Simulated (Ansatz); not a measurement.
# Electronic structure of twisted graphene bilayer, 17.90° (124 atoms)

What does DFT give for twisted graphene bilayer, 17.90° (124 atoms) as built?

Program: Ansatz 0.2.0. Level of theory: Kohn-Sham DFT, PBE+D4, PAW (set soft_2), localised support functions (medium). Results are calculated unless marked as measured.

## (1) Set-up

The cell holds 124 atoms: 124 C. Cell: a = 13.697 Å, b = 13.697 Å, c = 17.430 Å, α = 90.0°, β = 90.0°, γ = 120.0°. It derives from C (graphene). Graphene (a = 2.46 Å) under graphene (a = 2.46 Å), bilayer, commensurate cell of 31 unit cells a layer, twist 17.90 deg; facing planes 3.43 Å apart as built; 14 Å of vacuum; minimised with a classical potential. Regions: layer 1, 62 atoms (62 C); layer 2, 62 atoms (62 C). Vacuum lies along c.

Limits known from the start: Beside vacuum, support functions can miss their usual error bounds without a warning.

## (2) Support functions high

With localised support functions most steps grow linearly with size, though the diagonalisation grows faster unless the density matrix is cut; this run measures error and cost at this size.

This step: Kohn-Sham DFT, PBE+D4, PAW (set soft_2), localised support functions (high) (Ansatz 0.2.0).

The input, input.yaml:

```yaml
crystal:
  lattice:
    - [13.6967, 0.0, 0.0]
    - [-6.84835, 11.86169, 0.0]
    - [0.0, 0.0, 17.43]
  atoms:
    - { symbol: C, position: [0.07527, 0.11828, 0.40242] }
    - { symbol: C, position: [0.11828, 0.04301, 0.40242] }
    - { symbol: C, position: [0.10753, 0.31183, 0.4025] }
    - { symbol: C, position: [0.15054, 0.23656, 0.40248] }
    - { symbol: C, position: [0.13978, 0.50538, 0.40247] }
    - { symbol: C, position: [0.18279, 0.43011, 0.40247] }
    - { symbol: C, position: [0.17205, 0.69893, 0.40246] }
    - { symbol: C, position: [0.21506, 0.62366, 0.40242] }
    - { symbol: C, position: [0.2043, 0.89247, 0.4025] }
    - { symbol: C, position: [0.24732, 0.81721, 0.40247] }
    - { symbol: C, position: [0.23656, 0.08602, 0.40248] }
    - { symbol: C, position: [0.27957, 0.01075, 0.40248] }
    - { symbol: C, position: [0.26882, 0.27957, 0.40248] }
    - { symbol: C, position: [0.31183, 0.2043, 0.4025] }
    - { symbol: C, position: [0.30107, 0.47312, 0.40246] }
    - { symbol: C, position: [0.34408, 0.39785, 0.40251] }
    - { symbol: C, position: [0.33333, 0.66667, 0.4024] }
    - { symbol: C, position: [0.37634, 0.5914, 0.40242] }
    - { symbol: C, position: [0.3656, 0.86022, 0.40247] }
    - { symbol: C, position: [0.4086, 0.78494, 0.40242] }
    - { symbol: C, position: [0.39785, 0.05376, 0.40251] }
    - { symbol: C, position: [0.44086, 0.97849, 0.40249] }
    - { symbol: C, position: [0.43011, 0.24732, 0.40247] }
    - { symbol: C, position: [0.47312, 0.17205, 0.40246] }
    - { symbol: C, position: [0.46237, 0.44086, 0.40249] }
    - { symbol: C, position: [0.50538, 0.3656, 0.40247] }
    - { symbol: C, position: [0.49462, 0.6344, 0.40247] }
    - { symbol: C, position: [0.53763, 0.55914, 0.40249] }
    - { symbol: C, position: [0.52688, 0.82795, 0.40246] }
    - { symbol: C, position: [0.56989, 0.75268, 0.40247] }
    - { symbol: C, position: [0.55914, 0.02151, 0.40249] }
    - { symbol: C, position: [0.60215, 0.94624, 0.40251] }
    [... 86 atom lines left out ...]
    - { symbol: C, position: [0.10753, 0.7957, 0.5975] }
    - { symbol: C, position: [0.15054, 0.91398, 0.59752] }
    - { symbol: C, position: [0.94624, 0.60215, 0.59749] }
    - { symbol: C, position: [0.98925, 0.72043, 0.59752] }
    - { symbol: C, position: [0.91398, 0.76344, 0.59752] }
    - { symbol: C, position: [0.95699, 0.88172, 0.59758] }
kpoints:
  mp_grid: { grid: [3, 3, 1] }
hamiltonian:
  xc: pbe
  dispersion: d4
scf:
  occupations: { method: gaussian, width: 0.025 }
  eigensolver: { kind: { support_functions: { accuracy: high } } }
  mixing: { beta: 0.4 }
  max_iter: 150
output:
  forces: true
  eigenvalues: true
```

Started as:

```console
ansatz run input.yaml --threads 4 --pin off --max-ram 8192MiB --backend cpu --events-out ev --progress --plain --runs-dir out
```

Numbers of over 12 decimals in the logs are rounded to 6 here.

The program printed:

```text
Warning: scf.eigensolver.kind.support_functions: disabling space-group detection — the functions' gradient is summed over unrotated k-points, so no spatial operation reduces the k-mesh or symmetrises the density; time reversal is kept, so that k and −k are solved as one point where they differ and the mesh holds both, and exact exchange and, on two spinor components, a DFT+U term hold to it where the run has them: [...]
settings of this run that can trade accuracy for cost: scf.eigensolver.kind.support_functions [...]
Engine: ansatz 0.2.0, aarch64-unknown-linux-gnu
Pseudopotentials: kind: paw
Pseudopotential: C, paw, valence charge 4, recommended cutoff 420 eV (normal), C.paw.azcp
Functional definition: PBE
  parameter kappa = 0.804
  parameter beta = 0.066725
  exchange = pbe_x(kappa = kappa, mu = beta*pi^2/3)
  correlation = pbe_c(beta = beta)
Error: memory limit exceeded: the `scf loop` phase needs 10.84 GiB against the run's memory maximum of 8.00 GiB; largest carriers: support functions 8.61 GiB, density mixer 0.75 GiB, unmodelled-tail allowance 0.36 GiB, ion tables 0.35 GiB, support function tables 0.24 GiB; [...]
with nothing else changed it takes a maximum of at least 10.85 GiB, with nothing to spare, and 11.93 GiB leaves up to a tenth: --max-ram 11.93GiB where that set the maximum, else more of the term that did, and with no share typed, where 11.93 GiB is over 0.88 of the host's memory or its container's limit, [...]
```

It took 1.6 s on 4 threads of Arm Neoverse V2, shared host; peak memory 0.72 GiB.

The program refused the input before any cycle.

The program's message: “Error: memory limit exceeded: the `scf loop` phase needs 10.84 GiB against the run's memory maximum of 8.00 GiB; largest carriers: support functions 8.61 GiB, density mixer 0.75 GiB, unmodelled-tail a …”

The refusal is over memory: the job needs 10.84 GiB where 8.00 GiB were allowed.

## (3) Support functions high

After the refusal for memory the run is tried again with basis.xc_grid typed, in the hope of saving memory.

Edit input.yaml of step 2 so:

```diff
@@ -20 +20,3 @@
   eigenvalues: true
+basis:
+  xc_grid: 1
```

The program printed:

```text
Warning: scf.eigensolver.kind.support_functions: disabling space-group detection — the functions' gradient is summed over unrotated k-points, so no spatial operation reduces the k-mesh or symmetrises the density; time reversal is kept, so that k and −k are solved as one point where they differ and the mesh holds both, and exact exchange and, on two spinor components, a DFT+U term hold to it where the run has them: [...]
Warning: support functions under the default level of basis.xc_grid: at basis.xc_grid: 1 exchange and correlation are summed on fewer points, where forces can miss the bounds of the functions' level; take no difference of energies between a run at 1 and one at another level, and run at basis.xc_grid: [...]
settings of this run that can trade accuracy for cost: scf.eigensolver.kind.support_functions [...]
[... 3 set-up lines as in the run before ...]
[... 5 lines on functional and potentials left out ...]
Error: memory limit exceeded: the `scf loop` phase needs 10.78 GiB against the run's memory maximum of 8.00 GiB; largest carriers: support functions 8.61 GiB, density mixer 0.75 GiB, iteration grids 0.49 GiB, unmodelled-tail allowance 0.36 GiB, support function tables 0.24 GiB; [...]
with nothing else changed it takes a maximum of at least 10.79 GiB, with nothing to spare, and 11.87 GiB leaves up to a tenth: --max-ram 11.87GiB where that set the maximum, else more of the term that did, and with no share typed, where 11.87 GiB is over 0.88 of the host's memory or its container's limit, [...]
```

The job ended after 1.7 s (4 threads; peak memory 0.71 GiB).

The program refused the input before any cycle.

The program's message: “Error: memory limit exceeded: the `scf loop` phase needs 10.78 GiB against the run's memory maximum of 8.00 GiB; largest carriers: support functions 8.61 GiB, density mixer 0.75 GiB, iteration grids 0 …”

The refusal is over memory: the job needs 10.78 GiB where 8.00 GiB were allowed.

## (4) Support functions medium

With localised support functions most steps grow linearly with size, though the diagonalisation grows faster unless the density matrix is cut; this run measures error and cost at this size.

This step: Kohn-Sham DFT, PBE+D4, PAW (set soft_2), localised support functions (medium) (Ansatz 0.2.0).

input.yaml, the sections that differ from step 3:

```yaml
scf:
  occupations: { method: gaussian, width: 0.025 }
  eigensolver: { kind: { support_functions: { accuracy: medium } } }
  mixing: { beta: 0.4 }
  max_iter: 150
# crystal, kpoints, hamiltonian, output, basis: as in step 3
```

The program printed:

```text
[...]
Crystal: 124 atoms, lattice volume = 2831.783 Å³
Basis set: ecut = 420 eV, 55295 PW (Γ)
Bands: 298, of which v1, the nominal top of the filled ones, is band 248 counted from 1 (247 counted from 0)
Symmetry: 1 space group operations
k-points: 5 of 9 (time reversal used)
[...]
Eigensolver: Support functions (medium, 60×60×90 points, laid for a spacing of at most 0.228497 Å, radius 3.484154 Å, 92 sites without an atom, 1 species' potentials softened for the grid, 1 wholly corrected for its errors in the mean over positions, 1 with the egg-box correction, energy correction by stochastic trace)
[...]
SCF iter   1: F=—  HF=-31161.852740 eV  |F-HF|=—  |Δ(HF+E_count)|=         —  Δρ=6.67e-2  dr2=1.23e2  ethr=1.00e-1
[...]
SCF iter  10: F=—  HF=-31133.562509 eV  |F-HF|=—  |Δ(HF+E_count)|=   9.60e-4  Δρ=1.16e-5  dr2=3.71e-6  ethr=2.07e-9  κ⁻¹=5.6e-9(r=7)
SCF iter  11: F=-31133.562525 eV  HF=-31133.562521 eV  |F-HF|=3.97e-6  |Δ(HF+E_count)|=   1.21e-5  Δρ=5.63e-6  dr2=1.19e-6  ethr=7.47e-10
SCF 1 converged in 11 iterations: F = -31133.569166 eV  dr2 = 1.19e-6
[...]
SCF converged after 11 iterations
Stability not checked: this state was not tested for a lower state beside it, because the mixer in use, unlike msr1, does not test its closes by its own steps (another_mixer; see scf.mixing.algorithm and scf.lower_state_search)
Free energy (F): -31133.569166 eV
[...]
Internal energy: -31133.556629 eV  (E = F + TS)
E sigma→0 (E₀):  -31133.562897 eV
Entropy (-TS):   -0.012537 eV (-0.101 meV/atom)
Fermi energy:    0.076367 eV
[...]
Σ components = -31133.569166   (vs F -31133.569166, Δ=0.00e0)
--- Forces (eV/Å), atoms counted from 1 ---
  atom   1  C      0.00683871     0.00587666    -0.00898041
  atom   2  C      0.00789347    -0.00262487    -0.00897772
  atom   3  C      0.00335853     0.01941756     0.00040828
  atom   4  C      0.00789488    -0.01610300    -0.00308585
[...]
atom 124  C      0.00607626    -0.00556990     0.00895937
  max |Σ_I F_I| component: 3.06e-3 eV/Å
--- Band table (eV; the first three rows and the last of 5) ---
[...]
```

Run time: 3.4 min. Hardware: 4 threads; peak memory 4.6 GiB.

The program notes that the band table was not solved further than the SCF left it, the exchange-correlation grid is coarser than the default for support functions and it switched symmetry off.

Numbers from this run:

| Item | Value |
| --- | --- |
| free energy | -31133.5692 eV |
| free energy per atom | -251.0772 eV/atom |
| SCF cycles | 11 |
| r.m.s. force component | 0.00791 eV/Å |
| longest force | 0.01971 eV/Å |
| Fermi energy | 0.07637 eV |
| levels partly filled by over 2 per cent | 4 |

## (5) Support functions low

The cell is solved in localised support functions.

This step: Kohn-Sham DFT, PBE+D4, PAW (set soft_2), localised support functions (low) (Ansatz 0.2.0).

input.yaml, the sections that differ from step 4:

```yaml
scf:
  occupations: { method: gaussian, width: 0.025 }
  eigensolver: { kind: { support_functions: { accuracy: low } } }
  mixing: { beta: 0.4 }
  max_iter: 150
# crystal, kpoints, hamiltonian, output, basis: as in step 4
```

The program printed:

```text
[...]
Crystal: 124 atoms, lattice volume = 2831.783 Å³
Basis set: ecut = 420 eV, 55295 PW (Γ)
Bands: 298, of which v1, the nominal top of the filled ones, is band 248 counted from 1 (247 counted from 0)
[... 1 set-up line as in the run before ...]
k-points: 5 of 9 (time reversal used)
[...]
Eigensolver: Support functions (low, 60×60×90 points, laid for a spacing of at most 0.228497 Å, radius 3.484154 Å, 92 sites without an atom, 1 species' potentials softened for the grid, 1 wholly corrected for its errors in the mean over positions, 1 with the egg-box correction, energy correction by stochastic trace)
[...]
SCF iter   1: F=—  HF=-31161.858624 eV  |F-HF|=—  |Δ(HF+E_count)|=         —  Δρ=6.67e-2  dr2=1.23e2  ethr=1.00e-1
[...]
SCF iter   8: F=—  HF=-31133.559324 eV  |F-HF|=—  |Δ(HF+E_count)|=   3.09e-3  Δρ=5.59e-5  dr2=1.31e-4  ethr=8.52e-8  κ⁻¹=3.4e-8(r=6)
SCF iter   9: F=-31133.560944 eV  HF=-31133.560922 eV  |F-HF|=2.24e-5  |Δ(HF+E_count)|=   1.60e-3  Δρ=1.68e-5  dr2=1.04e-5  ethr=2.64e-8
SCF 1 converged in 9 iterations: F = -31133.569191 eV  dr2 = 1.04e-5
[...]
SCF converged after 9 iterations
[...]
Free energy (F): -31133.569191 eV
[...]
Internal energy: -31133.556653 eV  (E = F + TS)
E sigma→0 (E₀):  -31133.562922 eV
Entropy (-TS):   -0.012537 eV (-0.101 meV/atom)
Fermi energy:    0.076969 eV
[...]
Σ components = -31133.569191   (vs F -31133.569191, Δ=0.00e0)
--- Forces (eV/Å), atoms counted from 1 ---
  atom   1  C      0.00695136     0.00563128    -0.00883863
  atom   2  C      0.00765720    -0.00261478    -0.00895543
  atom   3  C      0.00326238     0.01959826     0.00047271
  atom   4  C      0.00769336    -0.01633992    -0.00310131
[...]
atom 124  C      0.00575740    -0.00534309     0.00893136
  max |Σ_I F_I| component: 6.87e-3 eV/Å
--- Band table (eV; the first three rows and the last of 5) ---
[...]
```

Wall time 2.4 min (4 threads); peak memory 4.4 GiB.

Numbers from this run:

```yaml
free_energy: -31133.5692 eV
free_energy_per_atom: -251.0772 eV/atom
scf_cycles: 9
r_m_s_force_component: 0.00795 eV/Å
longest_force: 0.01987 eV/Å
fermi_energy: 0.07697 eV
levels_partly_filled_by_over_2_per_cent: 4
```

## (6) Support functions medium, radius 3.38 Å

The radius confines each support function; a larger one gives more freedom and more work per atom.

This step: Kohn-Sham DFT, PBE+D4, PAW (set soft_2), localised support functions (medium) (Ansatz 0.2.0).

input.yaml, the sections that differ from step 5:

```yaml
scf:
  occupations: { method: gaussian, width: 0.025 }
  eigensolver: { kind: { support_functions: { accuracy: medium, radius: 3.38 } } }
  mixing: { beta: 0.4 }
  max_iter: 150
# crystal, kpoints, hamiltonian, output, basis: as in step 5
```

The program printed:

```text
[...]
Crystal: 124 atoms, lattice volume = 2831.783 Å³
Basis set: ecut = 420 eV, 55295 PW (Γ)
Bands: 298, of which v1, the nominal top of the filled ones, is band 248 counted from 1 (247 counted from 0)
[... 1 set-up line as in the run before ...]
k-points: 5 of 9 (time reversal used)
[...]
SCF iter   1: F=—  HF=-31160.526439 eV  |F-HF|=—  |Δ(HF+E_count)|=         —  Δρ=6.65e-2  dr2=1.22e2  ethr=1.00e-1
[...]
SCF iter  10: F=—  HF=-31133.560820 eV  |F-HF|=—  |Δ(HF+E_count)|=   1.18e-3  Δρ=1.14e-5  dr2=3.27e-6  ethr=1.85e-9  κ⁻¹=5.6e-9(r=7)
SCF iter  11: F=-31133.560837 eV  HF=-31133.560834 eV  |F-HF|=2.78e-6  |Δ(HF+E_count)|=   1.45e-5  Δρ=5.04e-6  dr2=1.19e-6  ethr=6.59e-10
SCF 1 converged in 11 iterations: F = -31133.569107 eV  dr2 = 1.19e-6
[...]
SCF converged after 11 iterations
[...]
Free energy (F): -31133.569107 eV
[...]
Internal energy: -31133.556570 eV  (E = F + TS)
E sigma→0 (E₀):  -31133.562838 eV
Entropy (-TS):   -0.012537 eV (-0.101 meV/atom)
Fermi energy:    0.076399 eV
[...]
Σ components = -31133.569107   (vs F -31133.569107, Δ=0.00e0)
--- Forces (eV/Å), atoms counted from 1 ---
  atom   1  C      0.00686301     0.00585324    -0.00904749
  atom   2  C      0.00778367    -0.00238698    -0.00880969
  atom   3  C      0.00327260     0.01940392     0.00034700
  atom   4  C      0.00787209    -0.01618614    -0.00321863
[...]
atom 124  C      0.00605312    -0.00538482     0.00908877
  max |Σ_I F_I| component: 4.30e-3 eV/Å
--- Band table (eV; the first three rows and the last of 5) ---
[...]
```

Wall time 3.3 min (4 threads); peak memory 4.6 GiB.

Read from the output:

```yaml
free_energy: -31133.5691 eV
free_energy_per_atom: -251.0772 eV/atom
scf_cycles: 11
r_m_s_force_component: 0.00791 eV/Å
longest_force: 0.01971 eV/Å
fermi_energy: 0.0764 eV
levels_partly_filled_by_over_2_per_cent: 4
```

## (7) Support functions medium, radius 3.66 Å

The radius confines each support function; a larger one gives more freedom and more work per atom.

input.yaml, the sections that differ from step 6:

```yaml
scf:
  occupations: { method: gaussian, width: 0.025 }
  eigensolver: { kind: { support_functions: { accuracy: medium, radius: 3.66 } } }
  mixing: { beta: 0.4 }
  max_iter: 150
# crystal, kpoints, hamiltonian, output, basis: as in step 6
```

The program printed:

```text
[...]
Crystal: 124 atoms, lattice volume = 2831.783 Å³
Basis set: ecut = 420 eV, 55295 PW (Γ)
Bands: 298, of which v1, the nominal top of the filled ones, is band 248 counted from 1 (247 counted from 0)
[... 1 set-up line as in the run before ...]
k-points: 5 of 9 (time reversal used)
[...]
SCF iter   1: F=—  HF=-31163.172136 eV  |F-HF|=—  |Δ(HF+E_count)|=         —  Δρ=6.69e-2  dr2=1.24e2  ethr=1.00e-1
[...]
SCF iter  10: F=—  HF=-31133.564545 eV  |F-HF|=—  |Δ(HF+E_count)|=   6.88e-4  Δρ=1.20e-5  dr2=4.73e-6  ethr=2.26e-9  κ⁻¹=5.2e-9(r=7)
SCF iter  11: F=-31133.564556 eV  HF=-31133.564552 eV  |F-HF|=4.08e-6  |Δ(HF+E_count)|=   7.66e-6  Δρ=5.73e-6  dr2=1.19e-6  ethr=9.55e-10
SCF 1 converged in 11 iterations: F = -31133.569143 eV  dr2 = 1.19e-6
[...]
SCF converged after 11 iterations
[...]
Free energy (F): -31133.569143 eV
[...]
Internal energy: -31133.556606 eV  (E = F + TS)
E sigma→0 (E₀):  -31133.562874 eV
Entropy (-TS):   -0.012537 eV (-0.101 meV/atom)
Fermi energy:    0.076363 eV
[...]
Σ components = -31133.569143   (vs F -31133.569143, Δ=0.00e0)
--- Forces (eV/Å), atoms counted from 1 ---
  atom   1  C      0.00678060     0.00594759    -0.00895683
  atom   2  C      0.00786203    -0.00251358    -0.00894880
  atom   3  C      0.00337629     0.01929228     0.00051081
  atom   4  C      0.00798388    -0.01631530    -0.00288815
[...]
atom 124  C      0.00606701    -0.00555448     0.00897491
  max |Σ_I F_I| component: 2.68e-3 eV/Å
--- Band table (eV; the first three rows and the last of 5) ---
[...]
```

It took 3.5 min on 4 threads; peak memory 4.8 GiB.

Read from the output:

| Quantity | Value |
| --- | --- |
| free energy | -31133.5691 eV |
| free energy per atom | -251.0772 eV/atom |
| SCF cycles | 11 |
| r.m.s. force component | 0.00791 eV/Å |
| longest force | 0.01969 eV/Å |
| Fermi energy | 0.07636 eV |
| levels partly filled by over 2 per cent | 4 |

## (8) Support functions medium, radius 2.96 Å

The radius confines each support function; a larger one gives more freedom and more work per atom.

input.yaml, the sections that differ from step 7:

```yaml
scf:
  occupations: { method: gaussian, width: 0.025 }
  eigensolver: { kind: { support_functions: { accuracy: medium, radius: 2.96 } } }
  mixing: { beta: 0.4 }
  max_iter: 150
# crystal, kpoints, hamiltonian, output, basis: as in step 7
```

The program printed:

```text
Warning: scf.eigensolver.kind.support_functions: disabling space-group detection — the functions' gradient is summed over unrotated k-points, so no spatial operation reduces the k-mesh or symmetrises the density; time reversal is kept, so that k and −k are solved as one point where they differ and the mesh holds both, and exact exchange and, on two spinor components, a DFT+U term hold to it where the run has them: [...]
Warning: support functions under the default level of basis.xc_grid: at basis.xc_grid: 1 exchange and correlation are summed on fewer points, where forces can miss the bounds of the functions' level; take no difference of energies between a run at 1 and one at another level, and run at basis.xc_grid: [...]
settings of this run that can trade accuracy for cost: scf.eigensolver.kind.support_functions [...]
[... 3 set-up lines as in the run before ...]
[... 5 lines on functional and potentials left out ...]
Error: SCF: the radius of support functions is under 3.31 Å, the least for these sites at the functions' level (scf.eigensolver.kind.support_functions.accuracy). Use scf.eigensolver.kind: auto, or type scf.eigensolver.kind.support_functions.radius at least as long, [...]
```

It took 1.1 s on 4 threads; peak memory 0.32 GiB.

The program refuses radii under 3.31 Å for these atoms at this level.

Runs without a result: support functions high (refused).

## (9) Summary of results

```yaml
wall_time_of_the_4_dft_runs: 13 min
```

What this shows: 

[Logs are printed without paths, hosts, clocks, repeated set-up lines and the standing remarks that a program may print on its own settings, such as how far it seeks lower states.]

[Hosts, paths, dates, database ids (printed as entryN), source tags and the programs' standing remarks are cut or masked in the printed files.]
